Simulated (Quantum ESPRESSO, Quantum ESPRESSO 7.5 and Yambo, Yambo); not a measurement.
## A GW chain in Yambo: BiOCl (P4/nmm)

Wanted: ground state, empty states, screening and self-energy for BiOCl (P4/nmm).

Method: PBEsol and many-body steps on it, plane waves, in Quantum ESPRESSO 7.5 and Yambo 5.3.0.

**The experiments to reproduce.**

- Gap 3.36 eV: optical gap from Kubelka-Munk/Tauc analysis; UV-vis diffuse reflectance; powder (solvothermal hierarchical microspheres made without additive) (“Hydrothermal Crystallization of Bismuth Oxychlorides (BiOCl) Using Different Shape Control Reagents”, 2021, pmc:8123882).

- Gap 3.44 eV: optical gap from Tauc plot; UV-vis diffuse reflectance; powder (hydrothermal powder) (“Synergistic Piezo-Photocatalysis of BiOCl/NaNbO3 Heterojunction Piezoelectric Composite for High-Efficient Organic Pollutant Degradation”, 2022, pmc:8839476).

## Step 1: The starting structure

Symmetry: P4/nmm, No. 129, tetragonal system. Conventional cell: a = 3.886 Å, b = 3.886 Å, c = 7.349 Å, α = 90.00°, β = 90.00°, γ = 90.00°. Nearest to Bi lie 4 O at 2.31 Å and 4 Cl at 3.06 Å. Nearest to Cl lie 4 Bi at 3.06 Å. Nearest to O lie 4 Bi at 2.31 Å. Farther neighbours and most contacts between anions are not listed.

The cell and positions come from the Crystallography Open Database and are kept as given unless a step says otherwise. Spin-orbit coupling is left out unless a step names it.

## Step 2: Ground state

This step: Quantum ESPRESSO 7.5; DFT, PBEsol, plane waves, norm-conserving pseudopotentials.

The ground-state density comes first.

Contents of pw.in:

```
&control
  calculation = 'scf'
  prefix = 'x'
  outdir = 'o'
  pseudo_dir = 'pseudo'
/
&system
  ibrav = 0
  nat = 6
  ntyp = 3
  ecutwfc = 76.0
  nbnd = 43
  force_symmorphic = .true.
/
&electrons
  conv_thr = 1e-10
  electron_maxstep = 80
  mixing_beta = 0.5
/
ATOMIC_SPECIES
  Bi 208.98 Bi.upf
  Cl 35.45 Cl.upf
  O 15.999 O.upf
CELL_PARAMETERS angstrom
  3.8855100000 0.0000000000 0.0000000000
  0.0000000000 3.8855100000 0.0000000000
  0.0000000000 0.0000000000 7.3489000000
ATOMIC_POSITIONS crystal
  Bi 0.5000000000 0.0000000000 0.3290400000
  Bi 0.0000000000 0.5000000000 0.6709600000
  Cl 0.0000000000 0.5000000000 0.1472000000
  Cl 0.5000000000 0.0000000000 0.8528000000
  O 0.0000000000 0.0000000000 0.5000000000
  O 0.5000000000 0.5000000000 0.5000000000
K_POINTS automatic
  6 6 4 0 0 0
```

Command:

```bash
OMP_NUM_THREADS=1 mpirun -n 4 pw.x -nk 4 -in pw.in > pw.out
```

What it wrote:

```text
Program PWSCF v.7.5 starts

     This program is part of the open-source Quantum ESPRESSO suite
     for quantum simulation of materials; please cite
         "P. Giannozzi et al., J. Phys.:Condens. Matter 21 395502 (2009);
         "P. Giannozzi et al., J. Phys.:Condens. Matter 29 465901 (2017);
         "P. Giannozzi et al., J. Chem. Phys. 152 154105 (2020);
     in publications or presentations arising from this work. More details at
     Message from routine setup:
     using ibrav=0 with symmetry is DISCOURAGED, use correct ibrav instead

     G-vector sticks info

     bravais-lattice index     =            0
     lattice parameter (alat)  =       7.3425  a.u.
     unit-cell volume          =     748.7124 (a.u.)^3
     number of atoms/cell      =            6
     number of atomic types    =            3
     number of electrons       =        72.00
     number of Kohn-Sham states=           43
     kinetic-energy cutoff     =      76.0000  Ry
     charge density cutoff     =     304.0000  Ry
     scf convergence threshold =      1.0E-10
     mixing beta               =       0.5000
     number of iterations used =            8  plain     mixing
     Exchange-correlation= PBESOL
                           (   1   4  10   8   0   0   0)

     celldm(1)=   7.342550  celldm(2)=   0.000000  celldm(3)=   0.000000
     celldm(4)=   0.000000  celldm(5)=   0.000000  celldm(6)=   0.000000

     crystal axes: (cart. coord. in units of alat)
               a(1) = (   1.000000   0.000000   0.000000 )
               a(2) = (   0.000000   1.000000   0.000000 )
               a(3) = (   0.000000   0.000000   1.891360 )

     reciprocal axes: (cart. coord. in units 2 pi/alat)
               b(1) = (  1.000000  0.000000  0.000000 )
               b(2) = (  0.000000  1.000000  0.000000 )
               b(3) = (  0.000000  0.000000  0.528720 )
     Pseudo is Norm-conserving + core correction, Zval = 23.0
     Generated using ONCVPSP code by D. R. Hamann
     Using radial grid of 1472 points,  6 beta functions with:
     Pseudo is Norm-conserving + core correction, Zval =  7.0
     Generated using ONCVPSP code by D. R. Hamann
     Using radial grid of 1028 points,  6 beta functions with:
     Pseudo is Norm-conserving + core correction, Zval =  6.0
     Generated using ONCVPSP code by D. R. Hamann
     Using radial grid of  936 points,  5 beta functions with:
     Bi               23.00   208.98000     Bi( 1.00)
     Cl                7.00    35.45000     Cl( 1.00)
     O                 6.00    15.99900     O ( 1.00)

      8 Sym. Ops. (no inversion) found

   Cartesian axes

     site n.     atom                  positions (alat units)
         1        Bi     tau(   1) = (   0.5000000   0.0000000   0.6223332  )
         2        Bi     tau(   2) = (   0.0000000   0.5000000   1.2690272  )
         3        Cl     tau(   3) = (   0.0000000   0.5000000   0.2784083  )
         4        Cl     tau(   4) = (   0.5000000   0.0000000   1.6129522  )
         5        O      tau(   5) = (   0.0000000   0.0000000   0.9456802  )
         6        O      tau(   6) = (   0.5000000   0.5000000   0.9456802  )

     number of k points=    30
                       cart. coord. in units 2pi/alat
        k(    1) = (   0.0000000   0.0000000   0.0000000), wk =   0.0138889
        k(    2) = (   0.0000000   0.0000000   0.1321800), wk =   0.0277778
        k(    3) = (   0.0000000   0.0000000  -0.2643600), wk =   0.0138889
        k(    4) = (   0.0000000   0.1666667   0.0000000), wk =   0.0555556
        k(    5) = (   0.0000000   0.1666667   0.1321800), wk =   0.1111111
        k(    6) = (   0.0000000   0.1666667  -0.2643600), wk =   0.0555556
        k(    7) = (   0.0000000   0.3333333   0.0000000), wk =   0.0555556
        k(    8) = (   0.0000000   0.3333333   0.1321800), wk =   0.1111111
        k(    9) = (   0.0000000   0.3333333  -0.2643600), wk =   0.0555556
        k(   10) = (   0.0000000  -0.5000000   0.0000000), wk =   0.0277778
     [... 18 further rows ...]
        k(   29) = (  -0.5000000  -0.5000000   0.1321800), wk =   0.0277778
        k(   30) = (  -0.5000000  -0.5000000  -0.2643600), wk =   0.0138889

     Dense  grid:    67045 G-vectors     FFT dimensions: (  45,  45,  80)

     Initial potential from superposition of free atoms

     starting charge      71.9984, renormalised to      72.0000
     Starting wfcs are   42 randomized atomic wfcs +    1 random wfcs

     per-process dynamical memory:    95.4 Mb

     Self-consistent Calculation

     iteration #  1     ecut=    76.00 Ry     beta= 0.50

     total energy              =   -1059.34515469 Ry
     estimated scf accuracy    <       1.18126094 Ry

     iteration #  2     ecut=    76.00 Ry     beta= 0.50

     total energy              =   -1059.49716497 Ry
     estimated scf accuracy    <       1.45434539 Ry

     iteration #  3     ecut=    76.00 Ry     beta= 0.50

     total energy              =   -1059.78982764 Ry
     estimated scf accuracy    <       0.14727583 Ry

     iteration #  4     ecut=    76.00 Ry     beta= 0.50

     total energy              =   -1059.80472704 Ry
     estimated scf accuracy    <       0.00864848 Ry

     iteration #  5     ecut=    76.00 Ry     beta= 0.50

     total energy              =   -1059.80608150 Ry
     estimated scf accuracy    <       0.00445611 Ry

     iteration #  6     ecut=    76.00 Ry     beta= 0.50

     total energy              =   -1059.80665896 Ry
     estimated scf accuracy    <       0.00003201 Ry

     iteration #  7     ecut=    76.00 Ry     beta= 0.50

     total energy              =   -1059.80667371 Ry
     estimated scf accuracy    <       0.00000623 Ry

     iteration #  8     ecut=    76.00 Ry     beta= 0.50

     total energy              =   -1059.80667483 Ry
     estimated scf accuracy    <       0.00000095 Ry

     iteration #  9     ecut=    76.00 Ry     beta= 0.50

     total energy              =   -1059.80667496 Ry
     estimated scf accuracy    <       0.00000067 Ry

     iteration # 10     ecut=    76.00 Ry     beta= 0.50

     total energy              =   -1059.80667504 Ry
     estimated scf accuracy    <       0.00000004 Ry

     iteration # 11     ecut=    76.00 Ry     beta= 0.50

     total energy              =   -1059.80667504 Ry
     estimated scf accuracy    <          4.1E-09 Ry

     iteration # 12     ecut=    76.00 Ry     beta= 0.50

     total energy              =   -1059.80667504 Ry
     estimated scf accuracy    <          4.1E-10 Ry

     iteration # 13     ecut=    76.00 Ry     beta= 0.50

     End of self-consistent calculation

          k = 0.0000 0.0000 0.0000 (  8363 PWs)   bands (ev):

  -143.3219-143.3218 -81.3556 -81.3554 -81.3491 -81.3491 -81.3490 -81.3490
   -12.8928 -12.6835 -12.6835 -12.6828 -12.6686 -12.6335 -12.6215 -12.6097
   -12.6097 -12.5933  -9.3912  -6.7293  -4.7411  -4.4175  -0.3561   2.2221
     4.4239   4.4239   6.9703   7.2978   7.4394   7.4394   7.5140   7.5140
     7.9075   7.9075   7.9843   8.1954  12.0217  12.7229  14.2709  14.2709
    16.0915  16.1903  16.1903

          k = 0.0000 0.0000 0.1322 (  8391 PWs)   bands (ev):

  -143.3219-143.3218 -81.3556 -81.3554 -81.3491 -81.3491 -81.3490 -81.3490
   -12.8927 -12.6834 -12.6834 -12.6829 -12.6684 -12.6336 -12.6215 -12.6098
   -12.6098 -12.5933  -9.3887  -6.7293  -4.8696  -4.2846  -0.2967   2.0926
     4.4403   4.4403   6.8432   7.1536   7.1536   7.2968   7.6581   7.6581
     8.0547   8.0547   8.2315   8.4346  11.7583  12.3294  14.2771  14.2771
    16.1124  16.1124  16.2414

          k = 0.0000 0.0000-0.2644 (  8374 PWs)   bands (ev):

  -143.3218-143.3218 -81.3556 -81.3554 -81.3491 -81.3491 -81.3490 -81.3490
   -12.8927 -12.6832 -12.6832 -12.6829 -12.6682 -12.6337 -12.6215 -12.6099
   -12.6099 -12.5933  -9.3862  -6.7293  -4.9555  -4.1944  -0.2312   1.9601
     4.4573   4.4573   6.7439   7.0076   7.0076   7.2961   7.6819   7.6819
     8.1820   8.1820   8.5824   8.5876  11.5183  11.9015  14.2843  14.2843
    16.0342  16.0342  16.4613

          k = 0.0000 0.1667 0.0000 (  8349 PWs)   bands (ev):

     [... further k-points ...]

     highest occupied, lowest unoccupied level (ev):     8.9253   11.5183

!    total energy              =   -1059.80667504 Ry
     estimated scf accuracy    <          9.0E-12 Ry

     The total energy is the sum of the following terms:
     one-electron contribution =    -705.31278577 Ry
     hartree contribution      =     357.91418510 Ry
     xc contribution           =    -176.05215030 Ry
     ewald contribution        =    -536.35592406 Ry

     convergence has been achieved in  13 iterations

     XML data file, charge density, pseudopotentials, collected wavefunctions

=------------------------------------------------------------------------------=
   JOB DONE.
=------------------------------------------------------------------------------=
```

The job ended after 66 s (4 MPI ranks of Arm Neoverse V1, shared host; peak memory 0.6 GiB).

Numbers from this step:

| Property | Result |
| --- | --- |
| total energy | -14419.4044 eV |
| gap | 2.593 eV |
| k of the valence top | 0, 0.3333, -0.5 |
| k of the conduction bottom | 0, 0, -0.5 |
| least direct gap | 2.931 eV |

The gap is indirect, with the least direct gap 0.34 eV higher.

(Continued in part 2 of 3.)

[Paths, hosts, dates, memory and timing lines, banners, echoed tables and standing remarks are left out of the program output.]

[Logs are printed without paths, hosts, clocks, repeated set-up lines and the standing remarks that a program may print on its own settings, such as how far it seeks lower states.]

[Runs of the session that timed out or met a known fault of the program may be left out.]

[Hosts, paths, dates, database ids (printed as entryN), source tags and the programs' standing remarks are cut or masked in the printed files.]
